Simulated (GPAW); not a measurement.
Consider CSO (R3m).

```xyz
3
Lattice="3.2940 1.9018 2.0235 -3.2940 1.9018 2.0235 0.0000 -3.8036 2.0235" Properties=species:S:1:pos:R:3 pbc="T T T"
S     0.0000    0.0000    3.2842
O     0.0000    0.0000    6.0189
C     0.0000    0.0000    4.8425
```

Absorber: atom 1, with 1 C at 1.56 Å (terminal, site symmetry 3m). Method: GPAW, LDA, full core hole (charged cell), 6-atom cell with 5.6 Å between holes, 5×5×5 k points, dipole transitions, Gaussian full width 0.9 eV up to 4 eV, rising linearly to 3.5 eV at 25 eV.

Question: What does the S K edge look like?

Main maxima up to 24 eV above the zero (height): 0.0 eV (4.12), 1.6 eV (5.30), 7.1 eV (1.21) and 23.9 eV (1.48). A K edge sees empty p states on the absorber. The total-energy difference plus the lowest empty eigenvalue puts the zero at 2475.52 eV. One term is added: -16.82 eV, since the hole is spin-paired here and a spin-polarised one costs that much less in the free atom (computed apart). The photon energy is then 2458.70 eV. The functional and the charged cell's background leave an error in such absolute values: in the free atom LDA prices this hole 9.1 eV below PBE (computed apart), and PBE is itself good to a few eV.

The S K spectrum (energy from the lowest empty level; intensity scaled to a mean of 1 over the first 20 eV; polarised curves are means over the symmetry-equivalent atoms):

```
E (eV)  isotropic  ε ⊥ c  ε ∥ c
  -2.0       0.00   0.00   0.00
  -1.4       0.00   0.01   0.00
  -0.8       0.37   0.56   0.00
  -0.2       3.40   5.09   0.02
   0.4       2.71   3.99   0.15
   1.0       1.74   0.29   4.65
   1.6       5.30   0.05  15.80
   2.2       1.79   0.03   5.32
   2.8       0.31   0.08   0.75
   3.4       0.30   0.12   0.66
   4.0       0.33   0.25   0.47
   4.6       0.39   0.36   0.46
   5.2       0.46   0.39   0.61
   5.8       0.64   0.65   0.61
   6.4       1.02   1.17   0.72
   7.0       1.21   1.37   0.88
   7.6       1.15   1.17   1.11
   8.2       0.93   0.90   1.00
   8.8       0.76   0.69   0.90
   9.4       0.71   0.56   1.00
  10.0       0.63   0.49   0.92
  10.6       0.59   0.50   0.78
  11.2       0.59   0.51   0.73
  11.8       0.59   0.51   0.75
  12.4       0.64   0.56   0.81
  13.0       0.73   0.66   0.87
  13.6       0.80   0.75   0.89
  14.2       0.82   0.79   0.87
  14.8       0.80   0.79   0.82
  15.4       0.78   0.80   0.75
  16.0       0.79   0.84   0.68
  16.6       0.82   0.91   0.62
  17.2       0.84   0.97   0.59
  17.8       0.85   0.98   0.61
  18.4       0.86   0.95   0.68
  19.0       0.88   0.92   0.80
  19.6       0.93   0.92   0.96
  20.2       1.01   0.95   1.13
  20.8       1.10   0.99   1.30
  21.4       1.19   1.05   1.47
  22.0       1.29   1.12   1.63
  22.6       1.38   1.18   1.77
  23.2       1.45   1.23   1.88
  23.8       1.48   1.25   1.94
  24.4       1.47   1.23   1.94
  25.0       1.41   1.18   1.88
  25.6       1.31   1.09   1.76
  26.2       1.19   0.98   1.60
  26.8       1.06   0.88   1.42
  27.4       0.93   0.78   1.23
  28.0       0.82   0.71   1.06
  28.6       0.73   0.65   0.91
  29.2       0.67   0.61   0.78
  29.8       0.63   0.60   0.68
  30.4       0.60   0.60   0.61
  31.0       0.60   0.62   0.55
  31.6       0.62   0.66   0.52
```

The holes are only 5.6 Å apart, so the shape is probably not converged with cell size; no larger cell was run here. The mesh is coarse (0.24 Å⁻¹ between points), so small maxima may be mesh ripples. Lifetime broadening is put in by hand, and intensities beyond about 20 eV depend on it and on the partial waves. The structure is a computed Materials Project entry and may be a hypothetical form.

[Banner, clock and machine lines of the logs are left out without a mark of their own.]

[Logs are printed without paths, hosts, clocks, repeated set-up lines and the standing remarks that a program may print on its own settings, such as how far it seeks lower states.]

[Hosts, paths, dates, database ids (printed as entryN), source tags and the programs' standing remarks are cut or masked in the printed files.]

[Lists of maxima count a maximum above −3 eV only where it reaches 4 % of the highest in the window and stands out from its surroundings by 2 % of it (1.5 % where it reaches 55 %); shoulders and weaker maxima are passed over, and of the rest the first, up to two pre-edge ones and the few strongest are named.]
